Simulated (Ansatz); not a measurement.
# Cs on Ag(111): change of the work function, part 2 of 3

How does Cs on the fcc site change the work function of Ag(111) as the layer fills?

Ansatz 0.2.0; plane-wave DFT, PBE, Ansatz PAW.

So far, work function, upper face (eV): step 2 (the clean slab) 4.47.

### Step 3. Adsorbate added, k-mesh 4×4×1, coverage 0.111 ML

System of this step: Cs/Ag(111). The cell holds 37 atoms: 36 Ag and 1 Cs. Its edges and angles: a = 8.676 Å, b = 8.676 Å, c = 28.803 Å, α = 90.0°, β = 90.0°, γ = 60.0°. Vacuum lies along c.

The clean slab as it ended is repeated in the plane and the adsorbate is set on one face; the cell's size fixes the coverage, and the k-mesh shrinks with it to keep the sampling density about even. Adsorbate and upper layers relax, since the dipole depends on the height.

input.yaml

```yaml
crystal:
  lattice:
    - [8.6762002052, 1.0e-10, 0.0]
    - [4.3381001025, 7.5138097861, 0.0]
    - [0.0, 0.0, 28.8034422788]
  atoms:
    - { symbol: Ag, position: [0.0, 0.0, 0.3124626533] }
    - { symbol: Ag, position: [0.1111111111, 0.1111111111, 0.3944446116] }
    - { symbol: Ag, position: [0.2222222222, 0.2222222222, 0.4773749922] }
    - { symbol: Ag, position: [0.0, 0.0, 0.5610871475] }
    - { symbol: Ag, position: [0.0, 0.3333333333, 0.3124626533] }
    - { symbol: Ag, position: [0.1111111111, 0.4444444444, 0.3944446116] }
    - { symbol: Ag, position: [0.2222222222, 0.5555555556, 0.4773749922] }
    - { symbol: Ag, position: [0.0, 0.3333333333, 0.5610871475] }
    - { symbol: Ag, position: [0.0, 0.6666666667, 0.3124626533] }
    - { symbol: Ag, position: [0.1111111111, 0.7777777778, 0.3944446116] }
    - { symbol: Ag, position: [0.2222222222, 0.8888888889, 0.4773749922] }
    - { symbol: Ag, position: [0.0, 0.6666666667, 0.5610871475] }
    - { symbol: Ag, position: [0.3333333333, 0.0, 0.3124626533] }
    - { symbol: Ag, position: [0.4444444444, 0.1111111111, 0.3944446116] }
    - { symbol: Ag, position: [0.5555555556, 0.2222222222, 0.4773749922] }
    - { symbol: Ag, position: [0.3333333333, 0.0, 0.5610871475] }
    - { symbol: Ag, position: [0.3333333333, 0.3333333333, 0.3124626533] }
    - { symbol: Ag, position: [0.4444444444, 0.4444444444, 0.3944446116] }
    - { symbol: Ag, position: [0.5555555556, 0.5555555556, 0.4773749922] }
    - { symbol: Ag, position: [0.3333333333, 0.3333333333, 0.5610871475] }
    - { symbol: Ag, position: [0.3333333333, 0.6666666667, 0.3124626533] }
    - { symbol: Ag, position: [0.4444444444, 0.7777777778, 0.3944446116] }
    - { symbol: Ag, position: [0.5555555556, 0.8888888889, 0.4773749922] }
    - { symbol: Ag, position: [0.3333333333, 0.6666666667, 0.5610871475] }
    - { symbol: Ag, position: [0.6666666667, 0.0, 0.3124626533] }
    - { symbol: Ag, position: [0.7777777778, 0.1111111111, 0.3944446116] }
    - { symbol: Ag, position: [0.8888888889, 0.2222222222, 0.4773749922] }
    - { symbol: Ag, position: [0.6666666667, 0.0, 0.5610871475] }
    - { symbol: Ag, position: [0.6666666667, 0.3333333333, 0.3124626533] }
    - { symbol: Ag, position: [0.7777777778, 0.4444444444, 0.3944446116] }
    - { symbol: Ag, position: [0.8888888889, 0.5555555556, 0.4773749922] }
    - { symbol: Ag, position: [0.6666666667, 0.3333333333, 0.5610871475] }
    - { symbol: Ag, position: [0.6666666667, 0.6666666667, 0.3124626533] }
    - { symbol: Ag, position: [0.7777777778, 0.7777777778, 0.3944446116] }
    - { symbol: Ag, position: [0.8888888889, 0.8888888889, 0.4773749922] }
    - { symbol: Ag, position: [0.6666666667, 0.6666666667, 0.5610871475] }
    - { symbol: Cs, position: [0.1111111111, 0.1111111111, 0.6875373467] }
kpoints:
  mp_grid: { grid: [4, 4, 1] }
hamiltonian:
  xc: pbe
scf:
  occupations: { method: fermi_dirac, width: 0.1 }
  convergence: { dr2_threshold: 1.0e-08 }
efield:
  axis: 3
  dipole_correction: true
  ramp_position: 0.97
  ramp_width: 0.06
relax:
  f_tol: 0.02
  max_steps: 60
  constraints:
    - { sites: [0, 1, 4, 5, 8, 9, 12, 13, 16, 17, 20, 21, 24, 25, 28, 29, 32, 33] }
output:
  write_potential: true
  write_density: true
  volumetric_format: npy
```

Command:

```
$ ansatz run input.yaml --threads 4 --pin off --max-ram 16384MiB --backend cpu --events-out ev --progress --plain --runs-dir out
```

The program printed:

```text
[...]
Crystal: 37 atoms, lattice volume = 1877.734 Å³
Basis set: ecut = 420 eV, 36811 PW (Γ), exchange–correlation on 120×120×400 points (8 copies of the dense FFT grid, shifted against one another)
Bands: 416, of which v1, the nominal top of the filled ones, is band 347 counted from 1 (346 counted from 0)
Symmetry: 6 space group operations
[...]
k-points: 4 of 16 (time reversal used)
[...]
SCF iter   1: F=—  HF=-278925.788817 eV  |F-HF|=—  |Δ(HF+E_count)|=         —  Δρ=2.14e-3  dr2=5.56e0  ethr=1.77e-3  p=1.401 e·Å  D=1.35e-1 V/Å  ΔV_dip=-3.89 eV  dr2_dipole=5.63e0  V_vac-E_F(+/−)=0.68/4.57 eV  ⟨swp⟩=6.2  Hψ=6540  notcnv=0  defer=97
[...]
SCF iter  13: F=-278925.567327 eV  HF=-278925.567327 eV  |F-HF|=3.49e-10  |Δ(HF+E_count)|=  4.07e-10  Δρ=1.47e-7  dr2=9.68e-10  ethr=1.44e-12  p=1.093 e·Å  D=1.05e-1 V/Å  ΔV_dip=-3.03 eV  dr2_dipole=6.88e-11  V_vac-E_F(+/−)=1.34/4.37 eV  ⟨swp⟩=8.0  Hψ=8534  notcnv=0
SCF 1 converged in 13 iterations: F = -278925.567327 eV  dr2 = 9.68e-10
[...]
relax step   1: F+E_penalty+E_count = -278925.56732720 eV  Δ(F+E_penalty+E_count) = +0.000e0 eV  max|allowed force component| = 5.486e-1 eV/Å  Δτ_max = 0.0000 Å  (13 SCF iters, accepted)
[...]
SCF iter   9: F=-278925.625089 eV  HF=-278925.625089 eV  |F-HF|=6.69e-9  |Δ(HF+E_count)|=  5.82e-10  Δρ=3.46e-7  dr2=4.23e-9  ethr=1.44e-12  p=1.095 e·Å  D=1.06e-1 V/Å  ΔV_dip=-3.04 eV  dr2_dipole=1.38e-9  V_vac-E_F(+/−)=1.33/4.37 eV  ⟨swp⟩=8.0  Hψ=9714  notcnv=0
SCF 2 converged in 9 iterations: F = -278925.625089 eV  dr2 = 4.23e-9
relax step   2: F+E_penalty+E_count = -278925.62508932 eV  Δ(F+E_penalty+E_count) = -5.776e-2 eV  max|allowed force component| = 5.025e-1 eV/Å  Δτ_max = 0.1202 Å  (9 SCF iters, accepted)
SCF iter   1: F=—  HF=-278925.712981 eV  |F-HF|=—  |Δ(HF+E_count)|=         —  Δρ=6.20e-4  dr2=1.43e-2  ethr=2.68e-5  p=1.095 e·Å  D=1.06e-1 V/Å  ΔV_dip=-3.04 eV  dr2_dipole=4.27e-3  V_vac-E_F(+/−)=1.33/4.37 eV  ⟨swp⟩=6.8  Hψ=4527  notcnv=0  defer=38
[...]
SCF iter   8: F=-278925.711471 eV  HF=-278925.711471 eV  |F-HF|=3.61e-9  |Δ(HF+E_count)|=   8.32e-9  Δρ=6.10e-7  dr2=9.32e-9  ethr=1.44e-12  p=1.069 e·Å  D=1.03e-1 V/Å  ΔV_dip=-2.97 eV  dr2_dipole=3.94e-10  V_vac-E_F(+/−)=1.40/4.37 eV  ⟨swp⟩=7.8  Hψ=10709  notcnv=0
SCF 3 converged in 8 iterations: F = -278925.711471 eV  dr2 = 9.32e-9
relax step   3: F+E_penalty+E_count = -278925.71147096 eV  Δ(F+E_penalty+E_count) = -8.638e-2 eV  max|allowed force component| = 2.904e-1 eV/Å  Δτ_max = 0.1953 Å  (8 SCF iters, accepted)
[...]
relax step   4: F+E_penalty+E_count = -278925.74377224 eV  Δ(F+E_penalty+E_count) = -3.230e-2 eV  max|allowed force component| = 3.280e-2 eV/Å  Δτ_max = 0.1949 Å  (9 SCF iters, accepted)
SCF iter   1: F=—  HF=-278925.746214 eV  |F-HF|=—  |Δ(HF+E_count)|=         —  Δρ=4.00e-4  dr2=3.00e-3  ethr=2.26e-6  p=1.015 e·Å  D=9.78e-2 V/Å  ΔV_dip=-2.82 eV  dr2_dipole=7.30e-6  V_vac-E_F(+/−)=1.55/4.36 eV  ⟨swp⟩=7.0  Hψ=5075  notcnv=0  defer=97
[...]
SCF iter   8: F=-278925.745308 eV  HF=-278925.745308 eV  |F-HF|=3.67e-9  |Δ(HF+E_count)|=  6.98e-10  Δρ=2.58e-7  dr2=2.42e-9  ethr=1.44e-12  p=1.007 e·Å  D=9.71e-2 V/Å  ΔV_dip=-2.80 eV  dr2_dipole=8.91e-11  V_vac-E_F(+/−)=1.57/4.36 eV  ⟨swp⟩=7.0  Hψ=10643  notcnv=0
SCF 5 converged in 8 iterations: F = -278925.745308 eV  dr2 = 2.42e-9
relax step   5: F+E_penalty+E_count = -278925.74530803 eV  Δ(F+E_penalty+E_count) = -1.536e-3 eV  max|allowed force component| = 8.839e-3 eV/Å  Δτ_max = 0.0344 Å  (8 SCF iters, accepted)
NSCF: frozen V_eff on 4 k-points
[...]
WARN: The output density's exchange-correlation potential varies sharply where the density is thin. Do not read a vacuum level from v_tot or v_xc, or from such a field of the output density. On a cell that repeats whose density bears no net charge and no dipole along the vacuum's axis use v_es (v_loc + v_h of the components); under efield.dipole_correction with no amplitude use v_es + v_field, which holds any externa [...]
SCF converged after 8 iterations
Free energy (F): -278925.745308 eV
[...]
Internal energy: -278925.381615 eV  (E = F + TS)
E sigma→0 (E₀):  -278925.563461 eV
Entropy (-TS):   -0.363693 eV (-9.830 meV/atom)
Fermi energy:    4.007215 eV
Dipole field:    D = 0.097053 V/Å  (p = 1.007123 e·Å, saw-weighted, corrected)
Work function:   Φ+ = 1.5676 eV   Φ− = 4.3631 eV
[...]
--- Forces (eV/Å), atoms counted from 1 ---
  atom   1  Ag     0.00027393     0.00015815    -0.12474818
  atom   2  Ag     0.00000000    -0.00000000     0.08187581
  atom   3  Ag    -0.00249871    -0.00144263     0.00173706
  atom   4  Ag    -0.00357843    -0.00206601     0.00823702
  atom   5  Ag     0.00000000    -0.00031630    -0.12474818
  atom   6  Ag     0.01324960     0.01866419     0.12240613
  atom   7  Ag     0.00100418    -0.00057976    -0.00092619
  atom   8  Ag    -0.00000000     0.00413201     0.00823702
  atom   9  Ag    -0.00040465     0.00023362    -0.12348731
  atom  10  Ag    -0.00953886    -0.02080658     0.12240613
  atom  11  Ag    -0.00000000     0.00288526     0.00173706
  atom  12  Ag    -0.00015952     0.00009210     0.00037965
  atom  13  Ag    -0.00027393     0.00015815    -0.12474818
  atom  14  Ag     0.02278846     0.00214240     0.12240613
  atom  15  Ag    -0.00000000     0.00115952    -0.00092619
  atom  16  Ag     0.00357843    -0.00206601     0.00823702
  atom  17  Ag     0.00095272     0.00055005    -0.12007022
  atom  18  Ag     0.00000000    -0.00000000     0.17270151
  atom  19  Ag    -0.00100418    -0.00057976    -0.00092619
  atom  20  Ag     0.00307428     0.00177494    -0.00209167
  atom  21  Ag     0.00000000    -0.00110011    -0.12007022
  atom  22  Ag     0.00953886    -0.02080658     0.12240613
  atom  23  Ag    -0.00765486     0.00441954     0.00193763
  atom  24  Ag     0.00000000    -0.00354988    -0.00209167
  atom  25  Ag     0.00000000    -0.00046725    -0.12348731
  atom  26  Ag    -0.02278846     0.00214240     0.12240613
  atom  27  Ag     0.00249871    -0.00144263     0.00173706
  atom  28  Ag     0.00000000    -0.00018420     0.00037965
  atom  29  Ag    -0.00095272     0.00055005    -0.12007022
  atom  30  Ag    -0.01324960     0.01866419     0.12240613
  atom  31  Ag     0.00000000    -0.00883908     0.00193763
  atom  32  Ag    -0.00307428     0.00177494    -0.00209167
  atom  33  Ag     0.00040465     0.00023362    -0.12348731
  atom  34  Ag     0.00000000     0.00000000     0.08574002
  atom  35  Ag     0.00765486     0.00441954     0.00193763
  atom  36  Ag     0.00015952     0.00009210     0.00037965
  atom  37  Cs     0.00000000     0.00000000     0.00230049
  max |Σ_I F_I| component: 4.20e-5 eV/Å
--- Band table (eV) ---
  k-point 0: bands = [... 343 lower, 2.6834, 3.3877, 3.3877, 3.4182, 3.4424, 3.4424, 3.4607, 3.8992, ... 65 higher]
  k-point 1: bands = [... 343 lower, 2.9664, 3.0410, 3.0607, 3.3479, 4.2640, 4.2902, 4.3008, 4.5221, ... 65 higher]
  k-point 2: bands = [... 343 lower, 3.6871, 3.6875, 3.6916, 4.0607, 4.3694, 4.3709, 4.3868, 4.3899, ... 65 higher]
  k-point 3: bands = [... 343 lower, 3.8578, 3.8674, 4.1488, 4.1740, 4.1809, 4.2266, 4.3580, 4.5043, ... 65 higher]
--- Relaxed structure (5 steps of the walk, 5 accepted, 0 SCFs on fresh bases) ---
  F+E_penalty+E_count = -278925.74530803 eV   max|allowed force component| = 8.839e-3 eV/Å
  atoms:
    - { symbol: Ag, position: [1.111111e-11, 1.111111e-11, 0.312463] }
    - { symbol: Ag, position: [0.111111, 0.111111, 0.3944446116] }
    - { symbol: Ag, position: [0.222683, 0.222683, 0.476676] }
    - { symbol: Ag, position: [-0.000734957, -0.000734957, 0.559225] }
    - { symbol: Ag, position: [1.111111e-11, 0.333333, 0.312463] }
    - { symbol: Ag, position: [0.111111, 0.444444, 0.3944446116] }
    - { symbol: Ag, position: [0.222417, 0.555458, 0.477954] }
    - { symbol: Ag, position: [-0.000734957, 0.334803, 0.559225] }
    - { symbol: Ag, position: [-2.222217e-11, 0.666667, 0.312463] }
    - { symbol: Ag, position: [0.111111, 0.777778, 0.3944446116] }
    - { symbol: Ag, position: [0.222683, 0.887968, 0.476676] }
    - { symbol: Ag, position: [2.039344e-6, 0.666666, 0.562190] }
    - { symbol: Ag, position: [0.333333, 1.111111e-11, 0.312463] }
    - { symbol: Ag, position: [0.444444, 0.111111, 0.3944446116] }
    - { symbol: Ag, position: [0.555458, 0.222417, 0.477954] }
    - { symbol: Ag, position: [0.334803, -0.000734957, 0.559225] }
    - { symbol: Ag, position: [0.333333, 0.333333, 0.312463] }
    - { symbol: Ag, position: [0.444444, 0.444444, 0.3944446116] }
    - { symbol: Ag, position: [0.555458, 0.555458, 0.477954] }
    - { symbol: Ag, position: [0.332965, 0.332965, 0.562330] }
    - { symbol: Ag, position: [0.333333, 0.666667, 0.312463] }
    - { symbol: Ag, position: [0.444444, 0.777778, 0.3944446116] }
    - { symbol: Ag, position: [0.556872, 0.888231, 0.477129] }
    - { symbol: Ag, position: [0.332965, 0.667403, 0.562330] }
    - { symbol: Ag, position: [0.666667, -2.222220e-11, 0.312463] }
    - { symbol: Ag, position: [0.777778, 0.111111, 0.3944446116] }
    - { symbol: Ag, position: [0.887968, 0.222683, 0.476676] }
    - { symbol: Ag, position: [0.666666, 2.039344e-6, 0.562190] }
    - { symbol: Ag, position: [0.666667, 0.333333, 0.312463] }
    - { symbol: Ag, position: [0.777778, 0.444444, 0.3944446116] }
    - { symbol: Ag, position: [0.888231, 0.556872, 0.477129] }
    - { symbol: Ag, position: [0.667403, 0.332965, 0.562330] }
    - { symbol: Ag, position: [0.666667, 0.666667, 0.312463] }
    - { symbol: Ag, position: [0.777778, 0.777778, 0.3944446116] }
    - { symbol: Ag, position: [0.888231, 0.888231, 0.477129] }
    - { symbol: Ag, position: [0.666666, 0.666666, 0.562190] }
    - { symbol: Cs, position: [0.111111, 0.111111, 0.668622] }
```

Run time: 14 min. Hardware: 4 threads of Arm Neoverse V2, shared host; peak memory 10 GiB.

The steps of the relaxation:

```
step  energy less that of the first step (eV)  largest force component (eV/Å)
   1                                   0.0000                          0.5486
   2                                  -0.0578                          0.5025
   3                                  -0.1441                          0.2904
   4                                  -0.1764                          0.0328
   5                                  -0.1780                          0.0088
```

The run keeps the 6 symmetry operations that the program found, so distortions that break them were not tested.

The atoms that moved most (Å):

```
atom      dx      dy      dz  length
Cs37   0.000   0.000  -0.545   0.545
 Ag4  -0.010  -0.006  -0.054   0.055
Ag16   0.010  -0.006  -0.054   0.055
 Ag8   0.000   0.011  -0.054   0.055
Ag20  -0.005  -0.003   0.036   0.036
Ag24   0.000   0.006   0.036   0.036
Ag32   0.005  -0.003   0.036   0.036
Ag28   0.000   0.000   0.032   0.032
```

The relaxed structure:

```xyz
37
Lattice="8.6762 0.0000 0.0000 4.3381 7.5138 0.0000 0.0000 0.0000 28.8034" Properties=species:S:1:pos:R:3
Ag    0.0000    0.0000    9.0000
Ag    1.4460    0.8349   11.3614
Ag    2.8981    1.6732   13.7299
Ag   -0.0096   -0.0055   16.1076
Ag    1.4460    2.5046    9.0000
Ag    2.8921    3.3395   11.3614
Ag    4.3394    4.1736   13.7667
Ag    1.4460    2.5156   16.1076
Ag    2.8921    5.0092    9.0000
Ag    4.3381    5.8441   11.3614
Ag    5.7841    6.6720   13.7299
Ag    2.8921    5.0092   16.1930
Ag    2.8921    0.0000    9.0000
Ag    4.3381    0.8349   11.3614
Ag    5.7841    1.6712   13.7667
Ag    2.9016   -0.0055   16.1076
Ag    4.3381    2.5046    9.0000
Ag    5.7841    3.3395   11.3614
Ag    7.2289    4.1736   13.7667
Ag    4.3333    2.5018   16.1970
Ag    5.7841    5.0092    9.0000
Ag    7.2302    5.8441   11.3614
Ag    8.6848    6.6740   13.7430
Ag    5.7841    5.0147   16.1970
Ag    5.7841    0.0000    9.0000
Ag    7.2302    0.8349   11.3614
Ag    8.6702    1.6732   13.7299
Ag    5.7841    0.0000   16.1930
Ag    7.2302    2.5046    9.0000
Ag    8.6762    3.3395   11.3614
Ag   10.1222    4.1842   13.7430
Ag    7.2350    2.5018   16.1970
Ag    8.6762    5.0092    9.0000
Ag   10.1222    5.8441   11.3614
Ag   11.5597    6.6740   13.7430
Ag    8.6762    5.0092   16.1930
Cs    1.4460    0.8349   19.2586
```

Read from the output:

* energy at zero smearing: -278925.5635 eV
* work function, upper face: 1.568 eV
* work function, lower face: 4.363 eV
* dipole along the normal: 1.007 e·Å
* step between the vacuum levels: -2.795 eV

Running mean over 2.361 Å of the planar mean; the ramp of the sawtooth is left out. Electron's electrostatic potential energy less the Fermi level against z:

```
z (Å)  electron's electrostatic potential energy less the Fermi level (eV)
    4                                                                 4.36
    5                                                                 4.36
    6                                                                 4.29
    7                                                                 3.40
    8                                                                -2.32
    9                                                                -5.90
   10                                                                -6.07
   11                                                                -6.09
   12                                                                -5.96
   13                                                                -5.93
   14                                                                -5.99
   15                                                                -5.67
   16                                                                -5.91
   17                                                                -3.65
   18                                                                 1.30
   19                                                                 1.08
   20                                                                0.764
   21                                                                 1.28
   22                                                                 1.54
   23                                                                 1.56
   24                                                                 1.57
   25                                                                 1.57
```

The relaxation took 5 steps and lowered the energy by 0.18 eV; the largest force on the free atoms ends at 0.0088 eV/Å.

The covered face has 1.57 eV, -2.90 eV against the clean one; the bare back face has moved by -0.09 eV, a measure of how thin the slab is.

(Part 2 of 3 ends here.)

[Long decimals in the printed logs are rounded to 6 places.]

[Logs are printed without paths, hosts, clocks, repeated set-up lines and the standing remarks that a program may print on its own settings, such as how far it seeks lower states.]

[Hosts, paths, dates, database ids (printed as entryN), source tags and the programs' standing remarks are cut or masked in the printed files.]

[Maps of the electrostatic potential energy from Ansatz leave out the sawtooth potential of an applied field or a dipole correction, so their vacuum need not be flat; planar profiles and work functions include it.]
